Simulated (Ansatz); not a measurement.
In doubt: masses and optical values from hybrid runs of this build are listed as unsure (in some of the runs), which bears on the screening that GW takes from such a start.

The crystal is TiO2 (Anatase).

It takes space group I4_1/amd (No. 141, tetragonal). Conventional cell: a = 3.784 Å, b = 3.784 Å, c = 9.515 Å, α = 90.00°, β = 90.00°, γ = 90.00°. Nearest to Ti lie 6 O at 1.93 to 1.98 Å. Nearest to O lie 3 Ti at 1.93 to 1.98 Å. Farther neighbours and most contacts between anions are not listed.

```xyz
6
Lattice="-1.8921 1.8921 4.7573 1.8921 -1.8921 4.7573 1.8921 1.8921 -4.7573" Properties=species:S:1:pos:R:3 pbc="T T T"
Ti    0.0000    0.0000    0.0000
Ti    0.0000    1.8921    2.3786
O     0.0000    0.0000    1.9800
O     0.0000    1.8921    4.3586
O     0.0000    1.8921    0.3987
O     0.0000    0.0000    7.5346
```

The cell and positions come from the Crystallography Open Database and are kept as given unless a step says otherwise. PAW set soft_2, made with PBE.

Gaps computed with Ansatz 0.2.0 without a self-energy: HSE06 3.61 eV, r2SCAN 2.50 eV and PBE0 4.36 eV.

Q: Estimate the G0W0@HSE06 gap with 6×6×6 mesh, 539 empty bands, screening to 230 eV, default PAW files.

About 4.02 eV: on its mesh the run moves the gap from 3.66 eV by +0.40 eV, and the mesh misses the edges by 0.05 eV. Among the scalar-relativistic levels given, PBE0 is nearest (+0.34 eV). Bands and cutoff are finite, so the gap is not at the basis limit. The miss can reach some tenths of an eV and take either sign; the mesh is an error of its own.

[Paths, hosts, dates, memory and timing lines, banners, echoed tables and standing remarks are left out of the program output.]

[Logs are printed without paths, hosts, clocks, repeated set-up lines and the standing remarks that a program may print on its own settings, such as how far it seeks lower states.]

[Runs of the session that timed out or met a known fault of the program may be left out.]

[Cells called generated may have been cut or substituted from an entry of the Crystallography Open Database or the Materials Project.]

[Hosts, paths, dates, database ids (printed as entryN), source tags and the programs' standing remarks are cut or masked in the printed files.]
